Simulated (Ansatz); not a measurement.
**Bands, cutoff and cost in G0W0 for NaI (Fm-3m)**

Wanted: a G0W0 gap for NaI (Fm-3m) that is converged in bands and cutoff, or an estimate of the limit.

Method: G0W0 on PBE, plane waves, PAW, in Ansatz 0.2.0.

### Step 1. The structure

Symmetry: Fm-3m, No. 225, cubic system. The conventional cell has a = 6.473 Å, b = 6.473 Å, c = 6.473 Å, α = 90.00°, β = 90.00°, γ = 90.00°. Na has 6 I at 3.24 Å nearest. I has 6 Na at 3.24 Å nearest. Farther neighbours and most contacts between anions are not listed.

The cell and positions come from the Crystallography Open Database and are kept as given unless a step says otherwise. Spin-orbit coupling is left out unless a step names it. The default PAW set here is soft_2. Its files were made with PBE.

### Step 2. 71 empty bands, screening to 60 eV

G0W0 replaces the xc potential by the self-energy, built once from these orbitals. Only a window of levels is corrected, while the sums run over the empty bands that the input names.

input.yaml reads:

```yaml
crystal:
  lattice:
    - [0.0, 3.2364, 3.2364]
    - [3.2364, 0.0, 3.2364]
    - [3.2364, 3.2364, 0.0]
  atoms:
    - { symbol: Na, position: [0.0, 0.0, 0.0] }
    - { symbol: I, position: [0.5, 0.5, 0.5] }
kpoints:
  mp_grid: { grid: [4, 4, 4] }
hamiltonian:
  xc: pbe
scf:
  occupations: { method: fixed }
gw:
  n_empty_bands: 71
  ecut_chi: 60
  qp_bands: [v2, c2]
  qp_kpoints: band_edges
  screening: { model: contour_deformation }
```

The run is started by

```sh
$ ansatz run input.yaml --threads 3 --pin off --max-ram 92160MiB --backend cuda --events-out ev --progress --plain --runs-dir out --devices 1 --max-vram 13GiB
```

Numbers of over 12 decimals in the logs are rounded to 6 here.

The program printed:

```text
GPUs: using 1 of 1 available (devices: 1).
Engine: ansatz 0.2.0, x86_64-unknown-linux-gnu
Pseudopotentials: kind: paw
Pseudopotential: Na, paw, valence charge 9, recommended cutoff 420 eV (normal), Na.paw.azcp
Pseudopotential: I, paw, valence charge 17, recommended cutoff 420 eV (normal), I.paw.azcp
Functional definition: PBE
  parameter kappa = 0.804
  parameter beta = 0.066725
  exchange = pbe_x(kappa = kappa, mu = beta*pi^2/3)
  correlation = pbe_c(beta = beta)
device memory: the entry about to start is reckoned to put 1.0 GiB on a device that reports 33.4 GiB free (of which the cap on the GPU budget leaves the run 13.0 GiB)
GPU FFT provider: cuFFT
GPU libraries: cuBLAS 13.8.2, cuFFT 12.4.0, cuSOLVER 12.3.4
Crystal: 2 atoms, lattice volume = 67.798 Å³
Basis set: ecut = 420 eV, 1363 PW (Γ)
Bands: 17, of which v1, the nominal top of the filled ones, is band 13 counted from 1 (12 counted from 0)
Symmetry: 48 space group operations
Space group: Fm-3m (ITA 225), of the structure as read, at distance tolerance 4.1e-5 Å
k-points: 8 of 64
Non-local potential: Na, projectors of the file, l = 0: 3, l = 1: 2, l = 2: 1
Non-local potential: I, projectors of the file, l = 0: 2, l = 1: 2, l = 2: 2, l = 3: 2
PAW form: soft (Blöchl's): semilocal exchange-correlation on the pseudo side does not see the compensation charge
PAW one-centre angular grid: Na, 110 points (default); XC on 64 Gauss nodes
PAW one-centre angular grid: I, 590 points (default); XC on 64 Gauss nodes
Initial density: superposition of atomic densities (neutral atoms: chi_scale 0, normalization atom), corrected by the library's trained network
Initial wavefunctions: pseudopotential atomic-orbital guess
GPU buffer pool allocated for 32768 grid points (all kernels)
GPU transforms: local potential and band sums: pruned to the plane-wave sphere, on 30×32×32
Functional: x = pbe(κ = 0.804, μ = 0.219515), c = pbe(β = 0.066725)
SCF iter   1: F=—  HF=-9001.877174 eV  |F-HF|=—  |Δ(HF+E_count)|=         —  Δρ=6.27e-4  dr2=6.17e-4  ethr=1.77e-3  ⟨swp⟩=5.1  Hψ=604  notcnv=0  defer=12
preconditioner: auto → none  [insulator: Δε(μ)=3.642 eV  Ē_g=10.581 eV  n_scr=14 (ndim 8)  ℏωp=12.8 eV  f_vac=0.068  ε∞_Penn≈2.5]
SCF iter   2: F=—  HF=-9001.877373 eV  |F-HF|=—  |Δ(HF+E_count)|=   1.99e-4  Δρ=7.71e-4  dr2=9.48e-4  ethr=2.37e-6  ⟨swp⟩=2.5  Hψ=331  notcnv=0  defer=13
SCF iter   3: F=—  HF=-9001.877121 eV  |F-HF|=—  |Δ(HF+E_count)|=   2.52e-4  Δρ=4.29e-4  dr2=2.95e-4  ethr=2.37e-6  ⟨swp⟩=2.2  Hψ=197  notcnv=0  defer=12
SCF iter   4: F=—  HF=-9001.877052 eV  |F-HF|=—  |Δ(HF+E_count)|=   6.87e-5  Δρ=1.49e-4  dr2=3.42e-5  ethr=1.14e-6  ⟨swp⟩=2.0  Hψ=186  notcnv=0  defer=12
SCF iter   5: F=—  HF=-9001.877047 eV  |F-HF|=—  |Δ(HF+E_count)|=   5.15e-6  Δρ=5.30e-5  dr2=4.39e-6  ethr=1.32e-7  ⟨swp⟩=2.0  Hψ=167  notcnv=0  defer=11
SCF iter   6: F=—  HF=-9001.877046 eV  |F-HF|=—  |Δ(HF+E_count)|=   7.85e-7  Δρ=3.32e-5  dr2=1.87e-6  ethr=1.69e-8  ⟨swp⟩=1.0  Hψ=136  notcnv=0  defer=11
SCF iter   7: F=—  HF=-9001.877046 eV  |F-HF|=—  |Δ(HF+E_count)|=   4.25e-7  Δρ=1.64e-5  dr2=4.39e-7  ethr=7.20e-9  ⟨swp⟩=2.0  Hψ=160  notcnv=0  defer=11
SCF iter   8: F=-9001.877046 eV  HF=-9001.877046 eV  |F-HF|=6.03e-8  |Δ(HF+E_count)|=   1.11e-7  Δρ=7.16e-6  dr2=8.25e-8  ethr=3.85e-10  ⟨swp⟩=4.5  Hψ=562  notcnv=0
SCF 1 converged in 8 iterations: F = -9001.877046 eV  dr2 = 8.25e-8
  greatest PAW one-centre occupation: 0.999 electrons in one spin orbital (limit 2), on the Na atom at site 0 (counted from 0), in its partial waves of l = 0
device memory: the entry about to start is reckoned to put 1.4 GiB on a device that reports 32.1 GiB free (of which the cap on the GPU budget leaves the run 13.0 GiB)
NSCF: frozen V_eff on 8 k-points
the band table was solved once the SCF had ended and its energy, with any forces and stress, was formed, with the checks that follow a solve (833 applications of the Hamiltonian). They found nothing against the state; the energy, forces and stress were not computed again (output.eigenvalues in the input reference)
device memory: the entry about to start is reckoned to put 2.1 GiB on a device that reports 31.1 GiB free (of which the cap on the GPU budget leaves the run 13.0 GiB)
NSCF: frozen V_eff on 8 k-points
G₀W₀ screening: q 1/8
[... further progress lines ...]
device memory: the entry about to start is reckoned to put 0.3 GiB on a device that reports 39.6 GiB free (of which the cap on the GPU budget leaves the run 13.0 GiB)
NSCF: frozen V_eff on 1 k-points
SCF converged after 8 iterations
Free energy (F): -9001.877046 eV
Harris-Foulkes:  -9001.877046 eV  (|F-HF|=6.03e-8)
Internal energy: -9001.877046 eV  (E = F + TS)
E sigma→0 (E₀):  -9001.877046 eV
Fermi energy:    3.038382 eV
--- Per-component energies (eV) ---
  E_band       = -614.303695
  E_kinetic    = 309.846870
  E_local      = -3350.365093  (includes V_loc(G=0)·N_el)
  E_nonlocal   = 24.987425
  E_hartree    = 1519.190478
  E_xc         = -167.312781
  E_vxc        = -179.054364  (∫ρ·V_xc dr)
  E_paw        = -5080.373786  (= ΣΔE_a)
  E_vpaw       = -458.114873  (= ΣTr[D̂ρ^β])
  E_aug_tail   = -0.000041  (compensation charges beyond the density's cutoff)
  E_ewald      = -2257.850118
  E_smearing   = -0.000000  (= −TS)
  E_closure    = 0.000000  (closes the sum)
  Σ components = -9001.877046   (vs F -9001.877046, Δ=0.00e0)
--- Band table (eV; the first three rows and the last of 8) ---
  k-point 0: bands = [... 9 lower, -7.9769, 3.0384, 3.0384, 3.0384, 6.6804, 10.9971, 10.9971, 10.9971]
  k-point 1: bands = [... 9 lower, -7.8268, 1.7488, 2.8918, 2.8918, 7.9672, 10.5540, 11.0290, 11.0290]
  k-point 2: bands = [... 9 lower, -7.6643, 0.8599, 2.7576, 2.7576, 8.1358, 10.5021, 10.5021, 11.7694]
  k-point 7: bands = [... 9 lower, -7.5788, 1.6331, 1.6331, 2.1075, 8.8669, 10.5348, 10.5348, 10.9589]
--- G₀W₀: contour deformation, 6 samples at zero and on the imaginary axis and 2 off it, 64 q-points, 71 empty bands' worth ---
  eigenvalues of the whole cell's RPA ε∞ on this k-mesh (on a slab, of 1 + 4πα/V) = 3.2072, 3.2072, 3.2072; static W/v taken at q = 0 is 0.311797
  bands read: the sum over 84 bands ends inside a degenerate multiplet in 3 slots, whose members it reads at an even weight; the widest, k=1: bands 84 to 85 (counted from 1) at 1/2 each
  gw.qp_kpoints: band_edges: 6 of 8 stored k-points solved, in 1 pass; an edge of the gap read off the rows below is read off those points alone
    valence top: of the k-points left out ik 4 came nearest to being solved in a further pass, in band 13 (counted from 1, as in the quasiparticle table): it holds the edge there only if its correction is more favourable than any solved in that band by at least 0.527 eV; those differ by 0.142 eV
    conduction bottom: of the k-points left out ik 4 came nearest to being solved in a further pass, in band 14 (counted from 1, as in the quasiparticle table): it holds the edge there only if its correction is more favourable than any solved in that band by at least 1.725 eV; those differ by 0.258 eV
    ik  band        ε_KS         Σx   Σc(E_QP)       V_xc       Z   E_QP_lin       E_QP  E_QP is
     0    12      3.0384   -17.5614     1.9457   -14.5415  0.7955     1.9476     1.9641  root
     0    13      3.0384   -17.5614     1.9457   -14.5415  0.7955     1.9476     1.9641  root
     0    14      6.6804    -5.2755    -3.1097    -9.0709  0.8337     7.3711     7.3661  root
     0    15     10.9971    -3.7357    -3.4018    -7.8644  0.8161    11.7319    11.7240  root
     1    12      2.8918   -17.3718     1.9757   -14.2929  0.7941     1.7708     1.7886  root
     1    13      2.8918   -17.3718     1.9757   -14.2929  0.7941     1.7708     1.7886  root
     1    14      7.9672    -5.3843    -3.1751    -9.2668  0.8275     8.6805     8.6746  root
     1    15     10.5540    -4.8221    -3.4580    -9.0453  0.8105    11.3287    11.3192  root
     2    12      2.7576   -17.2274     2.0107   -14.0867  0.7928     1.6085     1.6277  root
     2    13      2.7576   -17.2274     2.0107   -14.0867  0.7928     1.6085     1.6277  root
     2    14      8.1358    -4.2489    -3.1166    -7.9347  0.8294     8.7088     8.7050  root
     2    15     10.5021    -4.4203    -3.3951    -8.6039  0.8161    11.2997    11.2905  root
     3    12      2.6344   -17.0969     2.0266   -13.9170  0.7920     1.4608     1.4811  root
     3    13      2.6344   -17.0969     2.0266   -13.9170  0.7920     1.4608     1.4811  root
     3    14      8.3204    -5.7752    -3.2359    -9.8385  0.8241     9.1563     9.1478  root
     3    15      9.4037    -3.2997    -3.2008    -7.0489  0.8247     9.9559     9.9521  root
     5    12      2.0733   -16.3988     2.1357   -13.0139  0.7868     0.7977     0.8241  root
     5    13      2.7507   -17.2040     2.0050   -14.0693  0.7928     1.6018     1.6210  root
     5    14      9.2574    -4.5379    -3.2979    -8.5071  0.8220     9.9346     9.9287  root
     5    15      9.8910    -5.7419    -3.5036   -10.2007  0.8119    10.8606    10.8462  root
     6    12      2.2948   -16.8329     2.1181   -13.4981  0.7884     1.0540     1.0781  root
     6    13      2.2948   -16.8329     2.1181   -13.4981  0.7884     1.0540     1.0781  root
     6    14      7.5352    -4.5127    -3.1155    -8.3657  0.8301     8.2789     8.2727  root
     6    15      8.6040    -3.3381    -3.0639    -6.9037  0.8290     9.1086     9.1057  root
```

Wall time 5.3 s (1 × NVIDIA H100 80GB HBM3 (shared by 6 runs) with 3 threads of AMD EPYC 7R13 (Zen 3), shared host); peak memory 1.1 GiB.

This step gave:

- bands summed: 84
- RPA ε∞ on this mesh (eigenvalues): 3.207, 3.207, 3.207
- plane waves in the screening matrix: 65
- q-points in the mesh: 64
- G0W0 gap on the mesh: 5.402 eV
- k of the valence top: 0, 0, 0
- k of the conduction bottom: 0, 0, 0
- starting gap on the mesh: 3.642 eV
- Z at the valence top: 0.7955
- Z at the conduction bottom: 0.8337
- least direct G0W0 gap on the computed points: 5.402 eV

The gap on the mesh goes from 3.64 eV to 5.40 eV, a correction of +1.76 eV. Between the two edge states, bare exchange in place of the xc potential would open the gap by 6.82 eV, and correlation takes back 5.06 eV.

### Step 3. 202 empty bands, screening to 120 eV

Another rung: the empty bands reach about as high as the screening cutoff, so the two stay in balance.

input.yaml: that of step 2 with these lines changed.

```diff
@@ -15,4 +15,4 @@
 gw:
-  n_empty_bands: 71
-  ecut_chi: 60
+  n_empty_bands: 202
+  ecut_chi: 120
   qp_bands: [v2, c2]
```

The program printed:

```text
GPUs: using 1 of 1 available (devices: 1).
[...]
GPU FFT provider: cuFFT
GPU libraries: cuBLAS 13.8.2, cuFFT 12.4.0, cuSOLVER 12.3.4
Crystal: 2 atoms, lattice volume = 67.798 Å³
Basis set: ecut = 420 eV, 1363 PW (Γ)
Bands: 17, of which v1, the nominal top of the filled ones, is band 13 counted from 1 (12 counted from 0)
Symmetry: 48 space group operations
[...]
k-points: 8 of 64
[...]
GPU buffer pool allocated for 32768 grid points (all kernels)
[...]
SCF iter   1: F=—  HF=-9001.877174 eV  |F-HF|=—  |Δ(HF+E_count)|=         —  Δρ=6.27e-4  dr2=6.17e-4  ethr=1.77e-3  ⟨swp⟩=5.1  Hψ=604  notcnv=0  defer=12
[...]
SCF iter   8: F=-9001.877046 eV  HF=-9001.877046 eV  |F-HF|=6.03e-8  |Δ(HF+E_count)|=   1.11e-7  Δρ=7.16e-6  dr2=8.25e-8  ethr=3.85e-10  ⟨swp⟩=4.5  Hψ=562  notcnv=0
SCF 1 converged in 8 iterations: F = -9001.877046 eV  dr2 = 8.25e-8
[...]
NSCF: frozen V_eff on 8 k-points
[...]
G₀W₀ screening: q 1/8
[... further progress lines ...]
[...]
SCF converged after 8 iterations
Free energy (F): -9001.877046 eV
[...]
Internal energy: -9001.877046 eV  (E = F + TS)
E sigma→0 (E₀):  -9001.877046 eV
Fermi energy:    3.038382 eV
[...]
--- Band table (eV; the first three rows and the last of 8) ---
  k-point 0: bands = [... 9 lower, -7.9769, 3.0384, 3.0384, 3.0384, 6.6804, 10.9971, 10.9971, 10.9971]
  k-point 1: bands = [... 9 lower, -7.8268, 1.7488, 2.8918, 2.8918, 7.9672, 10.5540, 11.0290, 11.0290]
  k-point 2: bands = [... 9 lower, -7.6643, 0.8599, 2.7576, 2.7576, 8.1358, 10.5021, 10.5021, 11.7694]
  k-point 7: bands = [... 9 lower, -7.5788, 1.6331, 1.6331, 2.1075, 8.8669, 10.5348, 10.5348, 10.9589]
[...]
0    12      3.0384   -17.5614     1.5839   -14.5415  0.7917     1.5714     1.6023  root
     0    13      3.0384   -17.5614     1.5839   -14.5415  0.7917     1.5714     1.6023  root
     0    14      6.6804    -5.2755    -3.2773    -9.0709  0.8329     7.2013     7.1984  root
     0    15     10.9971    -3.7357    -3.5451    -7.8644  0.8151    11.5857    11.5808  root
     1    12      2.8918   -17.3718     1.6228   -14.2929  0.7906     1.4032     1.4358  root
     1    13      2.8918   -17.3718     1.6228   -14.2929  0.7906     1.4032     1.4358  root
     1    14      7.9672    -5.3843    -3.3485    -9.2668  0.8263     8.5044     8.5012  root
     1    15     10.5540    -4.8221    -3.6440    -9.0453  0.8091    11.1385    11.1332  root
[...]
6    12      2.2948   -16.8329     1.8093   -13.4981  0.7853     0.7297     0.7693  root
     6    13      2.2948   -16.8329     1.8093   -13.4981  0.7853     0.7297     0.7693  root
     6    14      7.5352    -4.5127    -3.2362    -8.3657  0.8294     8.1563     8.1520  root
     6    15      8.6040    -3.3381    -3.1690    -6.9037  0.8284     9.0024     9.0006  root
```

Run time: 7.7 s. Hardware: 1 × NVIDIA H100 80GB HBM3 (shared by 6 runs) with 3 threads; peak memory 1.1 GiB.

This step gave:

| Quantity | Value |
| --- | --- |
| bands summed | 215 |
| RPA ε∞ on this mesh (eigenvalues) | 3.208, 3.208, 3.208 |
| plane waves in the screening matrix | 181 |
| q-points in the mesh | 64 |
| G0W0 gap on the mesh | 5.596 eV |
| k of the valence top | 0, 0, 0 |
| k of the conduction bottom | 0, 0, 0 |
| starting gap on the mesh | 3.642 eV |
| Z at the valence top | 0.7917 |
| Z at the conduction bottom | 0.8329 |
| least direct G0W0 gap on the computed points | 5.596 eV |

Against the run with 4×4×4 mesh, 71 empty bands, screening to 60 eV, the gap moves by +0.19 eV.

### Step 4. 435 empty bands, screening to 200 eV

input.yaml: that of step 3 with these lines changed.

```diff
@@ -15,4 +15,4 @@
 gw:
-  n_empty_bands: 202
-  ecut_chi: 120
+  n_empty_bands: 435
+  ecut_chi: 200.0
   qp_bands: [v2, c2]
```

The program printed:

```text
GPUs: using 1 of 1 available (devices: 1).
[...]
GPU FFT provider: cuFFT
GPU libraries: cuBLAS 13.8.2, cuFFT 12.4.0, cuSOLVER 12.3.4
Crystal: 2 atoms, lattice volume = 67.798 Å³
Basis set: ecut = 420 eV, 1363 PW (Γ)
Bands: 17, of which v1, the nominal top of the filled ones, is band 13 counted from 1 (12 counted from 0)
Symmetry: 48 space group operations
[...]
k-points: 8 of 64
[...]
1    15     10.5540    -4.8221    -3.7099    -9.0453  0.8088    11.0713    11.0672  root
[...]
6    12      2.2948   -16.8329     1.6825   -13.4981  0.7848     0.5950     0.6425  root
     6    13      2.2948   -16.8329     1.6825   -13.4981  0.7848     0.5950     0.6425  root
     6    14      7.5352    -4.5127    -3.2664    -8.3657  0.8292     8.1256     8.1218  root
     6    15      8.6040    -3.3381    -3.1989    -6.9037  0.8283     8.9722     8.9707  root
[key lines of the parts left out:]
SCF converged after 8 iterations
Free energy (F): -9001.877046 eV
Fermi energy:    3.038382 eV
```

The job ended after 15 s (1 × NVIDIA H100 80GB HBM3 (shared by 6 runs) with 3 threads; peak memory 1.4 GiB).

This step gave:

```yaml
bands_summed: 448
rpa_eps_infinity_on_this_mesh_eigenvalues: 3.207, 3.207, 3.207
plane_waves_in_the_screening_matrix: 411
g0w0_gap_on_the_mesh: 5.658 eV
k_of_the_valence_top: 0, 0, 0
k_of_the_conduction_bottom: 0, 0, 0
starting_gap_on_the_mesh: 3.642 eV
least_direct_g0w0_gap_on_the_computed_points: 5.658 eV
```

Against the run with 4×4×4 mesh, 202 empty bands, screening to 120 eV, the gap moves by +0.06 eV.

(Continued in part 2 of 2.)

[Paths, hosts, dates, memory and timing lines, banners, echoed tables and standing remarks are left out of the program output.]

[Logs are printed without paths, hosts, clocks, repeated set-up lines and the standing remarks that a program may print on its own settings, such as how far it seeks lower states.]

[Runs of the session that timed out or met a known fault of the program may be left out.]

[Cells called generated may have been cut or substituted from an entry of the Crystallography Open Database or the Materials Project.]

[Hosts, paths, dates, database ids (printed as entryN), source tags and the programs' standing remarks are cut or masked in the printed files.]
